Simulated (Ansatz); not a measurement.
# Al_B in BP (F-43m): charge-transition levels and formation energies

Charge states of Al_B in BP (F-43m), set against the band edges. Model: a cell of 54 host atoms with 1 B taken out and 1 Al put in.

Main program and level: Ansatz 0.2.0; place-levels on r2SCAN runs: charge-transition levels and formation energies with image-charge correction and potential alignment at the atomic sites; PAW set soft_1.

## 1. Set-up

The cell holds 54 atoms: 26 B, 27 P and 1 Al. Its edges and angles: a = 9.623 Å, b = 9.623 Å, c = 9.623 Å, α = 60.0°, β = 60.0°, γ = 60.0°. It derives from BP (space group F-43m). Nearest the centre at fractional (0.667, 0.333, 0.667): Al47 at 0.00 Å, P22 at 1.96 Å, P40 at 1.96 Å, P24 at 1.96 Å, P28 at 1.96 Å, B41 at 3.21 Å, B35 at 3.21 Å, B29 at 3.21 Å.

The host's dielectric constants go in as inputs: 9.31 for the electrons alone, 9.42 with the ions, computed on the host (DFPT, PBEsol, on the r2SCAN cell), and a cell off the functional's own equilibrium shifts the ionic part.

The cell's shortest repeat is 9.6 Å.

## 2. What was run first

Levels follow from differences of total energies between charge states, each relaxed by itself.

Random displacements of about 0.05 Å break the site symmetry at the start, so that the relaxation can reach a distorted minimum if there is one. Forces are taken on a 2×2×2 shifted mesh. The cell holds 1 electron more than the neutral one, with a uniform background that keeps it neutral on the whole. The electron count is odd, so at least one spin is unpaired; this run locks the moment at 1 μB.

The sampling was tested on the host first: at the k-points planned (1x1x1 shifted 0.25 0.25 0.25) its energy lies 0.152 eV an atom from the dense-mesh value, so the final energies take a denser sampling.

One state's input; the others differ in charge, spin, start and seed, and in occupations where the table says so.

qm1_M1.relax/input.yaml

```yaml
crystal:
  lattice:
    - [0.0, 6.80455623, 6.80455623]
    - [6.80455623, 0.0, 6.80455623]
    - [6.80455623, 6.80455623, 0.0]
  atoms:
    - { symbol: B, position: [0.0, 0.0, 0.0] }
    - { symbol: P, position: [0.25, 0.25, 0.25] }
[... 2 atom lines left out ...]
    - { symbol: B, position: [0.0, 0.0, 0.66666667] }
    - { symbol: P, position: [0.25, 0.25, 0.91666667] }
[... 2 atom lines left out ...]
    - { symbol: B, position: [0.0, 0.33333333, 0.33333333] }
    - { symbol: P, position: [0.25, 0.58333333, 0.58333333] }
    - { symbol: B, position: [0.0, 0.33333333, 0.66666667] }
[... 10 atom lines left out ...]
    - { symbol: P, position: [0.58333333, 0.25, 0.58333333] }
[... 1 atom line left out ...]
    - { symbol: P, position: [0.58333333, 0.25, 0.91666667] }
    - { symbol: B, position: [0.33333333, 0.33333333, 0.0] }
    - { symbol: P, position: [0.58333333, 0.58333333, 0.25] }
[... 1 atom line left out ...]
    - { symbol: P, position: [0.58333333, 0.58333333, 0.58333333] }
    - { symbol: B, position: [0.33333333, 0.33333333, 0.66666667] }
[... 5 atom lines left out ...]
    - { symbol: B, position: [0.33333333, 0.66666667, 0.66666667] }
[... 1 atom line left out ...]
    - { symbol: B, position: [0.66666667, 0.0, 0.0] }
[... 2 atom lines left out ...]
    - { symbol: P, position: [0.91666667, 0.25, 0.58333333] }
    - { symbol: B, position: [0.66666667, 0.0, 0.66666667] }
[... 1 atom line left out ...]
    - { symbol: B, position: [0.66666667, 0.33333333, 0.0] }
[... 1 atom line left out ...]
    - { symbol: B, position: [0.66666667, 0.33333333, 0.33333333] }
[... 1 atom line left out ...]
    - { symbol: Al, position: [0.66666667, 0.33333333, 0.66666667] }
[... 3 atom lines left out ...]
    - { symbol: B, position: [0.66666667, 0.66666667, 0.33333333] }
[... 1 atom line left out ...]
    - { symbol: B, position: [0.66666667, 0.66666667, 0.66666667] }
    - { symbol: P, position: [0.91666667, 0.91666667, 0.91666667] }
  host:
    repeats: [3, 3, 3]
    atoms:
      - { symbol: B, position: [0.0, 0.0, 0.0] }
      - { symbol: P, position: [0.75, 0.75, 0.75] }
total_charge: -1
basis:
  ecutwfc: 500
  xc_grid: 2
hamiltonian:
  xc: r2scan
  pseudopotentials: { kind: paw, azcp: { folder: soft_1 } }
kpoints:
  mp_grid: { grid: [2, 2, 2], shift: [0.5, 0.5, 0.5] }
magnetization:
  spin_polarized: true
  initial_magnetization: 1
  spin_locking: { lock_magnetization: hard }
scf:
  occupations: { method: fixed }
  max_iter: 100
output:
  forces: true
  charged_corrections:
    epsilon: 9.31
    static_epsilon: 9.42
    defect_position: [0.666667, 0.333333, 0.666667]
relax:
  f_tol: 0.02
  max_steps: 80
  random_displacement: { amplitude: 0.05, seed: 567 }
checkpoint:
  write: "../qm1_M1.relax.run"
  compress: false
  write_wavefunctions: true
  write_every: 100000
```

The run is started by

```
> ansatz run input.yaml --threads 4 --pin off --max-ram 7536MiB --backend cpu --events-out ev --progress --plain --runs-dir out
```

The run of this state that the levels use, under r2SCAN:

qm1_M1.point/input.yaml

```yaml
crystal:
  checkpoint: "../qm1_M1.relax.run"
  host: checkpoint
total_charge: -1
basis:
  ecutwfc: 500
  xc_grid: 2
hamiltonian:
  xc: r2scan
  pseudopotentials: { kind: paw, azcp: { folder: soft_1 } }
kpoints:
  mp_grid: { grid: [2, 2, 2], shift: [0.5, 0.5, 0.5] }
magnetization:
  spin_polarized: true
  initial_magnetization: 1
  spin_locking: { lock_magnetization: hard }
scf:
  occupations: { method: fixed }
  max_iter: 100
output:
  forces: true
  eigenvalues: true
  charged_corrections:
    epsilon: 9.31
    static_epsilon: 9.42
    defect_position: [0.666667, 0.333333, 0.666667]
  eigenstates: { localisation: true }
  populations: true
  efg: {}
  band_densities: [{ bands: [v1, v1] }, { bands: [c1, c1] }]
  write_density: true
  write_potential: true
  volumetric_format: npy
  elf: true
checkpoint:
  read: "../qm1_M1.relax.run"
  write: "../qm1_M1.point.run"
  compress: false
  write_wavefunctions: false
  write_every: 100000
```

Relaxations under r2SCAN at a 2×2×2 shifted mesh; times on 4 threads of Arm Neoverse V2, shared host:

```
charge  moment (μB)  occupations    outcome  steps  largest displacement against the far atoms (Å)     time
    −1            1        fixed  converged      6                                            0.22  4.7 min
     0            0        fixed  converged      5                                            0.22  1.7 min
    +1            1        fixed  converged     11                                            0.24  8.2 min
```

Single points under r2SCAN at a 2×2×2 shifted mesh; times on 4 threads of Arm Neoverse V2, shared host:

```
charge  moment (μB)  occupations    outcome  time
    −1            1        fixed  converged  49 s
     0            0        fixed  converged  22 s
    +1            1        fixed  converged  48 s
```

Distances (Å) from Al47 to the nearest atoms after relaxation with r2SCAN:

```
charge  moment (μB)      1.      2.      3.      4.      5.      6.
    −1            1  P 2.18  P 2.18  P 2.18  P 2.19  B 3.25  B 3.25
     0            0  P 2.18  P 2.18  P 2.18  P 2.18  B 3.25  B 3.25
    +1            1  P 2.18  P 2.20  P 2.20  P 2.21  B 3.24  B 3.24
```

## 3. place-levels, r2SCAN

A charged cell interacts with its images and the background, and its potential has another zero than the host's. place-levels removes the first by a point-charge model, screened by the static dielectric constant since the ions have relaxed around the charge, and the second by comparing potentials at atoms far from the defect.

The host is a run of the defect-free crystal in the same cutoffs, grids and k-points, so that basis and sampling errors cancel in part in the differences. The host is run in a cell of 2 atoms on a matching mesh. Its band edges are searched through the zone by a band path, so the gap is smaller than, or equal to, that on the mesh. Chemical potentials are energies per atom of B (alpha-rhombohedral (B12)) and Al (fcc), run with the same functional and cutoff.

levels.point.yaml

```yaml
host:
  run: host.point.run
states: [qm1_M1.point.run, q0.point.run, qp1_M1.point.run]
geometry_from:
  qm1_M1.point.run: qm1_M1.relax.run
  q0.point.run: q0.relax.run
  qp1_M1.point.run: qp1_M1.relax.run
  host.point.run: host.relax.run
chemical_potentials:
  B:
    energy: -156.554104
    dataset: <sha256 of the dataset>
  Al:
    energy: -540.418346
    dataset: <sha256 of the dataset>
epsilon: 9.31
static_epsilon: 9.42
vertical:
  - { from: qm1_M1.point.run, to: qm1_M1.point_neutral.run }
  - { from: qp1_M1.point.run, to: qp1_M1.point_neutral.run }
```

The run is started by

```
> ansatz place-levels levels.point.yaml -- --threads 4 --pin off --max-ram 7536MiB
```

Numbers of over 12 decimals in the logs are rounded to 6 here.

The program printed:

```text
[... repeated set-up lines and file paths are left out, and long positions are rounded to six places ...]
(+1/0) 0.043 eV beneath the valence edge (-0.434 eV without the band-filling correction), in the valence band
(0/-1) 1.439 eV above the valence edge (+1.858 eV without the band-filling correction), in the conduction band
formation energy of charge +1: +2.371 eV with the Fermi level at the valence edge
formation energy of charge 0: +2.328 eV with the Fermi level at the valence edge
formation energy of charge -1: +3.768 eV with the Fermi level at the valence edge
vertical -1 to 0: no energy, since no alignment is typed
  the change from vertical[0].from (qm1_M1.point.run) to vertical[0].to (qm1_M1.point_neutral.run): by its potential at epsilon 9.31 it stands at 0.279 0.947 0.278, with an rms radius of about 6.2 Å (3.6 3.6 3.6 Å across the planes of the cell's vectors); [...]
vertical +1 to 0: no energy, since no alignment is typed
  the change from vertical[1].from (qp1_M1.point.run) to vertical[1].to (qp1_M1.point_neutral.run): by its potential at epsilon 9.31 it stands at 0.620 0.263 0.599, with an rms radius of about 3.9 Å (2.5 2.1 2.2 Å across the planes of the cell's vectors); [...]
  edges by r2scan, gap 1.407 eV; the host is sampled to repeats of 19.25 Å
  the defect's cells are sampled to repeats of 19.25 Å, like sampling
  charge +1: -25140.9222 eV with its correction of +0.259 eV, at epsilon 9.42, aligned at sites: +0.0016 eV, mean over 19 atomic sites at or beyond 4.81 Å from the defect at [0.6667, 0.3333, 0.6667], with +0.000000 for the charge's moments and without [...]
  charge 0: +0.000 eV for its dipole among its images, +0.000 omitted
  charge -1: -25121.0392 eV with its correction of +0.058 eV, at epsilon 9.42, aligned at sites: +0.1995 eV, mean over 19 atomic sites at or beyond 4.81 Å from the defect at [0.6667, 0.3333, 0.6667], with +0.000000 for the charge's moments and without [...]
  of states[2] (qp1_M1.point.run): it parts from the run at its places by a charge that spreads by about 2.5 Å along one vector (1.4 Å or more is wide), by its potential at epsilon 9.31, taken for that of held ions (one typed too small widens it), where the [...]
  of states[1] (q0.point.run): its alignment with the host at atomic sites is doubtful: the mean over the far sites moves by +0.0953 eV from their farther parts to their nearer, more than 0.05 eV. [...]
  of states[0] (qm1_M1.point.run): it parts from the run at its places by a charge that spreads by about 3.6 Å along one vector (1.4 Å or more is wide), by its potential at epsilon 9.31, taken for that of held ions (one typed too small widens it), where the [...]
  of vertical[0].from (qm1_M1.point.run): stability_check_not_made; [...]
  of vertical[1].from (qp1_M1.point.run): band_overlap_at_count; stability_check_not_made; of the run under geometry_from: band_overlap_at_count; [...]
```

Elapsed: 0.27 s, on 4 threads of Arm Neoverse V2, shared host.

Levels between the charges placed, in eV above the valence top:

|  | gap (eV) | (+1/0) | (0/−1) |
| --- | --- | --- | --- |
| r2SCAN | 1.41 | -0.04 | 1.44 |

Corrections by state:

| charge | moment (μB) | image terms and alignment (eV) | band filling (eV) | ε used | over the lowest of its charge, as the program ranks them, band filling apart (eV) |
| --- | --- | --- | --- | --- | --- |
| +1 | 1.0 | 0.259 | -0.391 | 9.42 | 0.000 |
| 0 | 0.0 | 0.000 | - | - | 0.000 |
| −1 | 1.0 | 0.058 | -0.418 | 9.42 | 0.000 |

The charged structures listed were also run neutral, and place-levels reads from each pair, by the potential or the spins, how wide the charge is by which they differ; that can be the carrier of either run.

```csv
charge,rms radius (Å),spread where it is widest against the cell (Å),wide from (Å),reading
+1,3.9,2.48,1.36,wide
−1,6.2,3.60,1.36,wide
```

The neutral runs of these pairs need not share the spin of the lowest neutral state, and very wide values only mean spread over the cell.

From the program's caveats on the states, each cut to its opening words:

- charge +1 (1 μB): it parts from the run at its places by a charge that spreads by about 2.5 Å along one vector (1.4 Å or more is wide), by its potential at epsilon 9.31, taken [...]
- charge +1 (1 μB): a band-filling correction moves a carrier to the host's band edge, which changes its energy by -0.391 eV
- charge +1 (1 μB): filled levels lie above empty ones at the fixed electron count
- charge +1 (1 μB), −1 (1 μB): flagged: stability check not made
- charge 0: its alignment with the host at atomic sites is doubtful: the mean over the far sites moves by +0.0953 eV from their farther parts to their nearer, more than [...]
- charge −1 (1 μB): it parts from the run at its places by a charge that spreads by about 3.6 Å along one vector (1.4 Å or more is wide), by its potential at epsilon 9.31, taken [...]
- charge −1 (1 μB): a band-filling correction moves a carrier to the host's band edge, which changes its energy by -0.418 eV
- charge −1 (1 μB): its alignment with the host at atomic sites is doubtful: the mean over the far sites moves by +0.0632 eV from their farther parts to their nearer, more than [...]

The host's formation energy from the elements is -0.484 eV per atom; it sets how far the chemical potentials can move.

Formation energies (eV), B-rich (Δμ(B) = 0.00 eV, Δμ(P) = -0.97 eV, Δμ(Al) = 0.00 eV):

```
charge  Fermi level at the valence top  at the conduction bottom
    +1                            2.37                      3.78
     0                            2.33                      2.33
    −1                            3.77                      2.36
```

Formation energies (eV), P-rich (Δμ(P) = 0.00 eV, Δμ(B) = -0.97 eV, Δμ(Al) = 0.00 eV):

```csv
charge,Fermi level at the valence top,at the conduction bottom
+1,1.40,2.81
0,1.36,1.36
−1,2.80,1.39
```

## 4. Results

| Item | Value |
| --- | --- |
| gap of the host | 1.41 eV (r2SCAN) |
| level (plus 1/0) | 0.04 eV below the valence top (-0.43 eV above the valence top without the band-filling term) |
| level (0/minus 1) | 1.44 eV above the valence top, past the conduction bottom (1.86 eV above the valence top without the band-filling term) |
| lowest of the charges placed, just above the valence top (0.02 eV) | 0 |
| lowest of the charges placed, just below the conduction bottom (0.02 eV) | 0 |
| lowest formation energy at mid-gap of the charges run, B-rich | 2.33 eV |
| lowest formation energy at mid-gap of the charges run, P-rich | 1.36 eV |

**Reading.** Of the charges placed (−1, 0 and +1), 0 is the lowest from 0.02 eV above the valence top to 0.02 eV below the conduction bottom, a gap of 1.41 eV. States placed: +1 at 1 μB; 0 at 0 μB; −1 at 1 μB. Other spin states or structures, where not listed, weren't placed. The program finds carriers beyond a band edge of the host and adds a band-filling term at charge −1 (-0.42 eV) and +1 (-0.39 eV); steps to such a charge show no bound level, and a defect level inside a band would be read the same way. Al is taken at its element; compounds, which aren't counted here, bound the chemical potentials and would shift these formation energies. The program doubts the alignment of potentials for at least one state, a sign that the cell is small. Keep in mind: r2SCAN makes the gap too small and tends to spread out bound carriers.

[Logs are printed without paths, hosts, clocks, repeated set-up lines and the standing remarks that a program may print on its own settings, such as how far it seeks lower states.]

[Hosts, paths, dates, database ids (printed as entryN), source tags and the programs' standing remarks are cut or masked in the printed files.]

[Where a table of states has a column of steps, it counts the stored structures, which are thinned; the runs took as many ionic steps or more.]

[A defect's name tells the site on which it was built; relaxed atoms can leave that site.]

[For some hosts the program warned that the k-mesh of the response run may be too coarse for force constants and the static dielectric constant; such warnings are not shown here.]
